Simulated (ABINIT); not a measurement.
# CdH2 (Fm-3m): from the cell to the phonon bands, part 2 of 5

How does CdH2 (Fm-3m) vibrate, and is this structure a minimum?

ABINIT 10.8.3; DFT LDA, scalar-relativistic, plane waves, PseudoDojo norm-conserving pseudopotentials.

So far. Step 5 (Relaxing the cell and atoms): The volume changes by +0.8 % in this run and stands -25.5 % from the first cell. Step 6 (Self-consistent run for the response): The cell stands at -0.63 GPa: the relaxation ran with a smoothed and higher cutoff and on another k mesh. The relaxed cell has a = 4.966 Å (conventional setting).

The structure was built from a prototype and need not be the compound's stable phase.

### Step 7. Zone-centre response

At q = 0 one unit cell holds all displacements. The response is solved for single atoms along the cell's directions, and symmetry skips those that follow from others. The crystal is treated as a metal, which screens a static field, so no field response is asked.

dfpt_gamma.abi

```

# common to the responses
getwfk_filepath "gso_WFK"
kptopt 2
nqpt 1
qpt 0.0 0.0 0.0
asr 0
chneut 0

# displacements
rfphon 1
rfatpol 1 3
rfdir 1 1 1
tolvrs 1.0d-10
prtwf 0

# basis, mesh and filling
ecut 47.0
ngkpt 12 12 12
nshiftk 1
shiftk 0.0 0.0 0.0
istwfk *1
occopt 6
tsmear 0.01
nband 18
nstep 100
diemac 1000000.0
prtebands 0
prtgsr 0
useylm 1

# cell and atoms
acell 6.635978309 6.635978309 6.635978309
rprim 
    -0.7071067812 0.0 0.7071067812
    0.0 0.7071067812 0.7071067812
    -0.7071067812 0.7071067812 0.0
ntypat 2
znucl 48 1
natom 3
typat 1 2 2
xred 
    0.0 0.0 0.0
    0.75 0.75 0.75
    0.25 0.25 0.25
pp_dirpath "./pseudo"
pseudos "Cd.upf, H.upf"
```

Command:

```console
$ OMP_NUM_THREADS=1 mpirun -n 4 abinit dfpt_gamma.abi > dfpt_gamma.log
```

Numbers of over 12 decimals in the logs are rounded to 6 here.

dfpt_gamma.abo, the main output file:

```text
[banners, grids, parts of the stress and lines that vanish by symmetry left out]
- input  file    -> dfpt_gamma.abi
- output file    -> dfpt_gamma.abo
- root for input  files -> dfpt_gammai
- root for output files -> dfpt_gammao

 Symmetries : space group Fm -3 m (#225); Bravais cF (face-center cubic)
================================================================================
 Values of the parameters that define the memory need of the present run (RF).
     intxc =       0      iscf =       7    lmnmax =      18     lnmax =       6
     mgfft =      45  mpssoang =       3    mqgrid =    3001     natom =       3
  nloc_mem =       1    nspden =       1   nspinor =       1    nsppol =       1
      nsym =      48    n1xccc =    2501    ntypat =       2    occopt =       6
   xclevel =       1
-    mband =          18        mffmem =           1         mkmem =         217
-   mkqmem =         217        mk1mem =         217           mpw =        3218
      nfft =       91125          nkpt =         868
- my_mband =          18
================================================================================
================================================================================

--------------------------------------------------------------------------------
------------- Echo of variables that govern the present computation ------------
--------------------------------------------------------------------------------
-
- outvars: echo of selected default values
-   iomode0 =  0 , fftalg0 =312 , wfoptalg0 =  0
-
- outvars: echo of global parameters not present in the input file
-  max_nthreads =    1
-
 -outvars: echo values of preprocessed input variables
 [... echo left out ...]
================================================================================

 chkinp: Checking input parameters for consistency.

[...]
== DATASET  1 ==================================================================
-   mpi_nproc: 4, omp_nthreads: 1 (-1 if OMP is not activated)

--- !DatasetInfo
iteration_state: {dtset: 1, }
dimensions: {natom: 3, nkpt: 868, mband: 18, nsppol: 1, nspinor: 1, nspden: 1, mpw: 3218, }
cutoff_energies: {ecut:  47.0, pawecutdg:  -1.0, }
electrons: {nelect:   2.20000000E+01, charge:   0.00000000E+00, occopt:   6.00000000E+00, tsmear:   1.00000000E-02, }
meta: {optdriver: 1, rfphon: 1, }
...

 mkfilename: getwfk from: gso_WFK

 Real(R)+Recip(G) space primitive vectors, cartesian coordinates (Bohr,Bohr^-1):
 R(1)= -4.6923453  0.0000000  4.6923453  G(1)= -0.1065565 -0.1065565  0.1065565
 R(2)=  0.0000000  4.6923453  4.6923453  G(2)=  0.1065565  0.1065565  0.1065565
 R(3)= -4.6923453  4.6923453  0.0000000  G(3)= -0.1065565  0.1065565 -0.1065565
 Unit cell volume ucvol=  2.0663309E+02 bohr^3
 Angles (23,13,12)=  6.00000000E+01  6.00000000E+01  6.00000000E+01 degrees
 setup1 : take into account q-point for computing boxcut.

 getcut: wavevector=  0.0000  0.0000  0.0000  ngfft=  45  45  45
         ecut(hartree)=     47.000   => boxcut(ratio)=   2.14849

--- Pseudopotential description ------------------------------------------------
- pspini: atom type   1  psp file is ./pseudo/Cd.upf

- pspini: atom type   2  psp file is ./pseudo/H.upf

   5.29746406E+02                                ecore*ucvol(ha*bohr**3)
--------------------------------------------------------------------------------

 ==>  initialize data related to q vector <==

 The list of irreducible perturbations for this q vector is:
    1)    idir= 1    ipert=   1
    2)    idir= 1    ipert=   2

[...]
The perturbation idir=   2  ipert=   1 is
 symmetric of a previously calculated perturbation.
 So, its SCF calculation is not needed.

 The perturbation idir=   3  ipert=   1 is
 symmetric of a previously calculated perturbation.
 So, its SCF calculation is not needed.

 The perturbation idir=   2  ipert=   2 is
 symmetric of a previously calculated perturbation.
 So, its SCF calculation is not needed.

 The perturbation idir=   3  ipert=   2 is
 symmetric of a previously calculated perturbation.
 So, its SCF calculation is not needed.

 The perturbation idir=   1  ipert=   3 is
 symmetric of a previously calculated perturbation.
 So, its SCF calculation is not needed.

 The perturbation idir=   2  ipert=   3 is
 symmetric of a previously calculated perturbation.
 So, its SCF calculation is not needed.

 The perturbation idir=   3  ipert=   3 is
 symmetric of a previously calculated perturbation.
 So, its SCF calculation is not needed.

--------------------------------------------------------------------------------
 Perturbation wavevector (in red.coord.)   0.000000  0.000000  0.000000
 Perturbation : displacement of atom   1   along direction   1
 Found     4 symmetries that leave the perturbation invariant.

[...]
dfpt_looppert : total number of electrons, from k and k+q
  fully or partially occupied states are    2.200000E+01 and    2.200000E+01.
 Initialisation of the first-order wave-functions :
  ireadwf=   0

--- !BeginCycle
iteration_state: {dtset: 1, }
solver: {iscf: 7, nstep: 100, nline: 4, wfoptalg: 0, }
tolerances: {tolvrs: 1.00E-10, }
...

     iter   2DEtotal(Ha)        deltaE(Ha) residm    vres2
-ETOT  1   5.712419     -1.825E+04 2.425E+02 9.830E+01
 ETOT  2 -0.136426     -5.849E+00 4.177E+00 3.784E+01
 ETOT  3 -0.160276     -2.385E-02 1.806E-01 9.126E-01
 ETOT  4 -0.160565     -2.883E-04 6.991E-01 1.642E-02
 ETOT  5 -0.160567     -2.507E-06 7.330E-03 5.753E-04
[...]
At SCF step   10       vres2   =  2.40E-12 < tolvrs=  1.00E-10 =>converged.
[...]
Mean square residual over all n,k,spin=   54.561E-08; max=  15.732E-04

 Thirteen components of 2nd-order total energy (hartree) are
 1,2,3: 0th-order hamiltonian combined with 1st-order wavefunctions
     kin0=   1.47820660E+04 eigvalue=   8.66761894E+02  local=  -9.54331971E+03
 4,5,6: 1st-order hamiltonian combined with 1st and 0th-order wfs
 loc psp =  -1.37898187E+04  Hartree=   3.94496816E+03     xc=  -5.51148409E+02
 note that "loc psp" includes a xc core correction that could be resolved
 7,8,9: eventually, occupation + non-local contributions
    edocc=   2.08268970E+02     enl0=   8.54709423E+03   enl1=  -2.27195636E+04
 1-9 gives the relaxation energy (to be shifted if some occ is /=2.0)
   erelax=  -1.82546911E+04
 10,11,12 Non-relaxation  contributions : frozen-wavefunctions and Ewald
 fr.local=   6.96413431E+03 fr.nonlo=   1.13730867E+04  Ewald=   3.57074339E+01
 13,14 Frozen wf xc core corrections (1) and (2)
 frxc 1  =  -8.78209704E+02  frxc 2 =   7.59811852E+02
 Resulting in :
 2DEtotal=   -0.1605673994E+00 Ha. Also 2DEtotal=   -0.436926152250E+01 eV
    (2DErelax=   -1.8254691136E+04 Ha. 2DEnonrelax=    1.8254530568E+04 Ha)
    (  non-var. 2DEtotal :   -1.6056662702E-01 Ha)

[...]
Perturbation wavevector (in red.coord.)   0.000000  0.000000  0.000000
 Perturbation : displacement of atom   2   along direction   1
 Found     2 symmetries that leave the perturbation invariant.

--------------------------------------------------------------------------------

--------------------------------------------------------------------------------

 dfpt_looppert : total number of electrons, from k and k+q
  fully or partially occupied states are    2.200000E+01 and    2.200000E+01.
 Initialisation of the first-order wave-functions :
  ireadwf=   0

--- !BeginCycle
iteration_state: {dtset: 1, }
solver: {iscf: 7, nstep: 100, nline: 4, wfoptalg: 0, }
tolerances: {tolvrs: 1.00E-10, }
...

     iter   2DEtotal(Ha)        deltaE(Ha) residm    vres2
-ETOT  1  0.439333     -4.055E+01 4.810E+00 1.003E+03
[...]
ETOT  9  0.292755     -7.626E-11 1.546E-04 6.557E-10
 ETOT 10  0.292755     -5.471E-13 4.862E-05 3.722E-12

 At SCF step   10       vres2   =  3.72E-12 < tolvrs=  1.00E-10 =>converged.
[...]
Mean square residual over all n,k,spin=   11.635E-09; max=  48.619E-06

 Thirteen components of 2nd-order total energy (hartree) are
 1,2,3: 0th-order hamiltonian combined with 1st-order wavefunctions
     kin0=   3.89591765E+01 eigvalue=  -1.19360778E+00  local=  -6.83083253E+00
 4,5,6: 1st-order hamiltonian combined with 1st and 0th-order wfs
 loc psp =  -5.87509175E+01  Hartree=   8.84273774E+00     xc=  -5.39331186E+00
 note that "loc psp" includes a xc core correction that could be resolved
 7,8,9: eventually, occupation + non-local contributions
    edocc=   6.67807875E+00     enl0=  -3.65387301E-01   enl1=  -2.26427895E+01
 1-9 gives the relaxation energy (to be shifted if some occ is /=2.0)
   erelax=  -4.06968535E+01
 10,11,12 Non-relaxation  contributions : frozen-wavefunctions and Ewald
 fr.local=   1.11969872E+01 fr.nonlo=   1.10462186E+01  Ewald=   1.87464028E+01
 13,14 Frozen wf xc core corrections (1) and (2)
 frxc 1  =   0.00000000E+00  frxc 2 =   0.00000000E+00
 Resulting in :
 2DEtotal=    0.2927550402E+00 Ha. Also 2DEtotal=    0.796627047448E+01 eV
    (2DErelax=   -4.0696853510E+01 Ha. 2DEnonrelax=    4.0989608550E+01 Ha)
    (  non-var. 2DEtotal :    2.9275502858E-01 Ha)

[...]
---- first-order wavefunction calculations are completed ----

 ==> Compute Derivative Database <==

 [... matrices left out ...]
  Phonon wavevector (reduced coordinates) :  0.00000  0.00000  0.00000
 Phonon energies in Hartree :
  -1.022559E-03 -1.022559E-03 -1.022559E-03  2.525197E-05  2.525197E-05
   2.525197E-05  2.874611E-03  2.874611E-03  2.874611E-03
 Phonon frequencies in cm-1    :
- -2.244258E+02 -2.244258E+02 -2.244258E+02  5.542167E+00  5.542167E+00
-  5.542167E+00  6.309042E+02  6.309042E+02  6.309042E+02

== END DATASET(S) ==============================================================
================================================================================

 -outvars: echo values of variables after computation
            acell      6.6359783090E+00  6.6359783090E+00  6.6359783090E+00 Bohr
           etotal      2.9275504021E-01
            fcart      0.0000000000E+00  0.0000000000E+00  0.0000000000E+00
           strten      0.0000000000E+00  0.0000000000E+00  0.0000000000E+00
================================================================================
```

Wall time 7.9 min (4 MPI ranks of Arm Neoverse V1, shared host); 32 min of CPU time.

Numbers from this step:

| Quantity | Value |
| --- | --- |
| largest acoustic frequency at the zone centre before the sum rule | 5.54 cm⁻¹ |
| highest optical zone-centre mode (no LO-TO term) | 630.9 cm⁻¹ |
| lowest optical zone-centre mode | -224.4 cm⁻¹ |

The acoustic modes at Γ come out as far as 5.5 cm⁻¹ from zero, where they should vanish, a small numerical error. The lowest optical mode is imaginary, 224i cm⁻¹, an instability at this level and on this k mesh.

### Step 8. Modes with the sum rule

anaddb reads the merged derivatives and imposes the acoustic sum rule.

anaddb.abi

```
ddb_filepath "gamma_DDB"
output_file "anaddb.abo"
outdata_prefix "anaddb"
asr 1
chneut 1
enunit 2
eivec 1
nph1l 1
qph1l 0.0 0.0 0.0 1.0
```

mrgddb.in

```
gamma_DDB
merged
2
dfpt_gammao_DDB
gso_DDB
```

Command:

```console
$ mrgddb < mrgddb.in > mrgddb.log
$ OMP_NUM_THREADS=1 anaddb anaddb.abi > anaddb.log
```

anaddb.abo, the main output file:

```text
-outvars_anaddb: echo values of input variables ----------------------

 Miscellaneous information :
      enunit         2
       eivec         1
         asr         1
 First list of wavevector (reduced coord.) :
       nph1l         1
       qph1l
                     0.00000000E+00  0.00000000E+00  0.00000000E+00    1.000E+00

================================================================================

 read the DDB information and perform some checks

  ==== Info on the Cryst% object ====
 Real(R)+Recip(G) space primitive vectors, cartesian coordinates (Bohr,Bohr^-1):
 R(1)= -4.6923453  0.0000000  4.6923453  G(1)= -0.1065565 -0.1065565  0.1065565
 R(2)=  0.0000000  4.6923453  4.6923453  G(2)=  0.1065565  0.1065565  0.1065565
 R(3)= -4.6923453  4.6923453  0.0000000  G(3)= -0.1065565  0.1065565 -0.1065565
 Unit cell volume ucvol=  2.0663309E+02 bohr^3
 Angles (23,13,12)=  6.00000000E+01  6.00000000E+01  6.00000000E+01 degrees
 Time-reversal symmetry is present
 Reduced atomic positions [iatom, xred, symbol]:
    1)    0.0000000  0.0000000  0.0000000  Cd
    2)    0.7500000  0.7500000  0.7500000   H
    3)    0.2500000  0.2500000  0.2500000   H

 DDB file with 3 blocks has been read.

================================================================================

 Treat the first list of vectors

  Phonon wavevector (reduced coordinates) :  0.00000  0.00000  0.00000
 Phonon energies in Hartree :
  -1.022975E-03 -1.022975E-03 -1.022975E-03  3.018697E-08  3.023230E-08
   3.036807E-08  2.874462E-03  2.874462E-03  2.874462E-03
 Phonon energies in meV     :
- -2.783657E+01 -2.783657E+01 -2.783657E+01  8.214292E-04  8.226629E-04
-  8.263574E-04  7.821811E+01  7.821811E+01  7.821811E+01
 Phonon frequencies in cm-1    :
- -2.245170E+02 -2.245170E+02 -2.245170E+02  6.625273E-03  6.635224E-03
-  6.665022E-03  6.308716E+02  6.308716E+02  6.308716E+02
 Phonon frequencies in Thz     :
- -6.730851E+00 -6.730851E+00 -6.730851E+00  1.986207E-04  1.989190E-04
-  1.998123E-04  1.891305E+01  1.891305E+01  1.891305E+01
 Phonon energies in Kelvin  :
- -3.230299E+02 -3.230299E+02 -3.230299E+02  9.532290E-03  9.546607E-03
-  9.589479E-03  9.076834E+02  9.076834E+02  9.076834E+02

 Eigendisplacements
 (will be given, for each mode : in cartesian coordinates
   for each atom the real part of the displacement vector,
   then the imaginary part of the displacement vector - absolute values smaller than 1.0d-7 are set to zero)
  Mode number    1   Energy   -1.022975E-03
 Attention : low frequency mode.
   (Could be unstable or acoustic mode)
-  1  0.00000000E+00  0.00000000E+00  2.93149009E-04
-     0.00000000E+00  0.00000000E+00  0.00000000E+00
-  2 -3.01551683E-07  1.03386901E-06 -1.63504496E-02
-     0.00000000E+00  0.00000000E+00  0.00000000E+00
-  3 -3.01551683E-07  1.03386901E-06 -1.63504496E-02
-     0.00000000E+00  0.00000000E+00  0.00000000E+00
  Mode number    2   Energy   -1.022975E-03
 Attention : low frequency mode.
   (Could be unstable or acoustic mode)
-  1  0.00000000E+00 -2.93149009E-04  0.00000000E+00
-     0.00000000E+00  0.00000000E+00  0.00000000E+00
-  2 -7.43213474E-07  1.63504495E-02  1.03388272E-06
-     0.00000000E+00  0.00000000E+00  0.00000000E+00
-  3 -7.43213474E-07  1.63504495E-02  1.03388272E-06
-     0.00000000E+00  0.00000000E+00  0.00000000E+00
  Mode number    3   Energy   -1.022975E-03
 Attention : low frequency mode.
   (Could be unstable or acoustic mode)
-  1  2.93149009E-04  0.00000000E+00  0.00000000E+00
-     0.00000000E+00  0.00000000E+00  0.00000000E+00
-  2 -1.63504496E-02 -7.43232540E-07  3.01504687E-07
-     0.00000000E+00  0.00000000E+00  0.00000000E+00
-  3 -1.63504496E-02 -7.43232540E-07  3.01504687E-07
-     0.00000000E+00  0.00000000E+00  0.00000000E+00
  Mode number    4   Energy    3.018697E-08
 Attention : low frequency mode.
   (Could be unstable or acoustic mode)
-  1  0.00000000E+00  0.00000000E+00  2.18956394E-03
-     0.00000000E+00  0.00000000E+00  0.00000000E+00
-  2  0.00000000E+00  0.00000000E+00  2.18907428E-03
-     0.00000000E+00  0.00000000E+00  0.00000000E+00
-  3  0.00000000E+00  0.00000000E+00  2.18907428E-03
-     0.00000000E+00  0.00000000E+00  0.00000000E+00
  Mode number    5   Energy    3.023230E-08
 Attention : low frequency mode.
   (Could be unstable or acoustic mode)
-  1  2.16002315E-07  2.18956393E-03  0.00000000E+00
-     0.00000000E+00  0.00000000E+00  0.00000000E+00
-  2  2.15954011E-07  2.18907427E-03  0.00000000E+00
-     0.00000000E+00  0.00000000E+00  0.00000000E+00
-  3  2.15954011E-07  2.18907427E-03  0.00000000E+00
-     0.00000000E+00  0.00000000E+00  0.00000000E+00
  Mode number    6   Energy    3.036807E-08
 Attention : low frequency mode.
   (Could be unstable or acoustic mode)
-  1  2.18956393E-03 -2.16002325E-07  0.00000000E+00
-     0.00000000E+00  0.00000000E+00  0.00000000E+00
-  2  2.18907427E-03 -2.15954020E-07  0.00000000E+00
-     0.00000000E+00  0.00000000E+00  0.00000000E+00
-  3  2.18907427E-03 -2.15954020E-07  0.00000000E+00
-     0.00000000E+00  0.00000000E+00  0.00000000E+00
  Mode number    7   Energy    2.874462E-03
-  1  0.00000000E+00  0.00000000E+00  0.00000000E+00
-     0.00000000E+00  0.00000000E+00  0.00000000E+00
-  2  0.00000000E+00  0.00000000E+00  1.64963405E-02
-     0.00000000E+00  0.00000000E+00  0.00000000E+00
-  3  0.00000000E+00  0.00000000E+00 -1.64963405E-02
-     0.00000000E+00  0.00000000E+00  0.00000000E+00
  Mode number    8   Energy    2.874462E-03
-  1  0.00000000E+00  0.00000000E+00  0.00000000E+00
-     0.00000000E+00  0.00000000E+00  0.00000000E+00
-  2  2.04068685E-06 -1.64963403E-02  0.00000000E+00
-     0.00000000E+00  0.00000000E+00  0.00000000E+00
-  3 -2.04068685E-06  1.64963403E-02  0.00000000E+00
-     0.00000000E+00  0.00000000E+00  0.00000000E+00
  Mode number    9   Energy    2.874462E-03
-  1  0.00000000E+00  0.00000000E+00  0.00000000E+00
-     0.00000000E+00  0.00000000E+00  0.00000000E+00
-  2  1.64963403E-02  2.04068685E-06  0.00000000E+00
-     0.00000000E+00  0.00000000E+00  0.00000000E+00
-  3 -1.64963403E-02 -2.04068685E-06  0.00000000E+00
-     0.00000000E+00  0.00000000E+00  0.00000000E+00

 Analysis of degeneracies and characters (maximum tolerance=1.00E-06 a.u.)
 For each vibration mode, or group of modes if degenerate,
 the characters are given for each symmetry operation (see the list in the log file).
 Symmetry characters of vibration mode #   1
       degenerate with vibration modes #   2 to    3
  3.0 -3.0 -1.0  1.0 -1.0  1.0 -1.0  1.0  1.0 -1.0 -1.0  1.0  1.0 -1.0 -1.0  1.0
 -0.0  0.0  0.0 -0.0 -0.0  0.0  0.0 -0.0  1.0 -1.0 -1.0  1.0 -1.0  1.0  1.0 -1.0
  0.0 -0.0 -0.0  0.0 -0.0  0.0  0.0 -0.0  1.0 -1.0  1.0 -1.0 -1.0  1.0 -1.0  1.0
 Symmetry characters of vibration mode #   4
       degenerate with vibration modes #   5 to    6
  3.0 -3.0 -1.0  1.0 -1.0  1.0 -1.0  1.0  1.0 -1.0 -1.0  1.0  1.0 -1.0 -1.0  1.0
  0.0 -0.0 -0.0  0.0  0.0 -0.0 -0.0  0.0  1.0 -1.0 -1.0  1.0 -1.0  1.0  1.0 -1.0
  0.0 -0.0  0.0 -0.0 -0.0  0.0 -0.0  0.0  1.0 -1.0  1.0 -1.0 -1.0  1.0 -1.0  1.0
 Symmetry characters of vibration mode #   7
       degenerate with vibration modes #   8 to    9
  3.0  3.0 -1.0 -1.0 -1.0 -1.0 -1.0 -1.0  1.0  1.0 -1.0 -1.0  1.0  1.0 -1.0 -1.0
  0.0  0.0 -0.0 -0.0  0.0  0.0 -0.0 -0.0  1.0  1.0 -1.0 -1.0 -1.0 -1.0  1.0  1.0
  0.0  0.0  0.0  0.0 -0.0 -0.0 -0.0 -0.0  1.0  1.0  1.0  1.0 -1.0 -1.0 -1.0 -1.0
-
```

Elapsed: 0.5 s, on 1 thread.

Read from the output:

```yaml
lowest_optical_zone_centre_mode: -224.5 cm⁻¹
```

No LO-TO term; unit eigenvectors of the mass-weighted matrix, from anaddb's displacements. Modes at Γ, with each element's share of the kinetic energy (negative means imaginary):

```
mode  frequency (cm⁻¹)  symmetry  Cd %  H %
   1            -224.5       T1u     2   98
   2            -224.5       T1u     2   98
   3            -224.5       T1u     2   98
   4               0.0  acoustic    98    2
   5               0.0  acoustic    98    2
   6               0.0  acoustic    98    2
   7             630.9       T2g     0  100
   8             630.9       T2g     0  100
   9             630.9       T2g     0  100
```

Displacements in mode 1 (-224.5 cm⁻¹), the largest set to 1:
```
Cd1  0.00  0.00  0.02
H2   0.00  0.00 -1.00
H3   0.00  0.00 -1.00
```

Displacements in mode 7 (630.9 cm⁻¹), the largest set to 1:
```
Cd1  0.00  0.00  0.00
H2   0.00  0.00  1.00
H3   0.00  0.00 -1.00
```

The rule moves no optical mode by more than 0.1 cm⁻¹.

[end of part 2 of 5]

[Host names and launcher messages were left out of these logs when they were recorded.]

[Logs are printed without paths, hosts, clocks, repeated set-up lines and the standing remarks that a program may print on its own settings, such as how far it seeks lower states.]

[Hosts, paths, dates, database ids (printed as entryN), source tags and the programs' standing remarks are cut or masked in the printed files.]
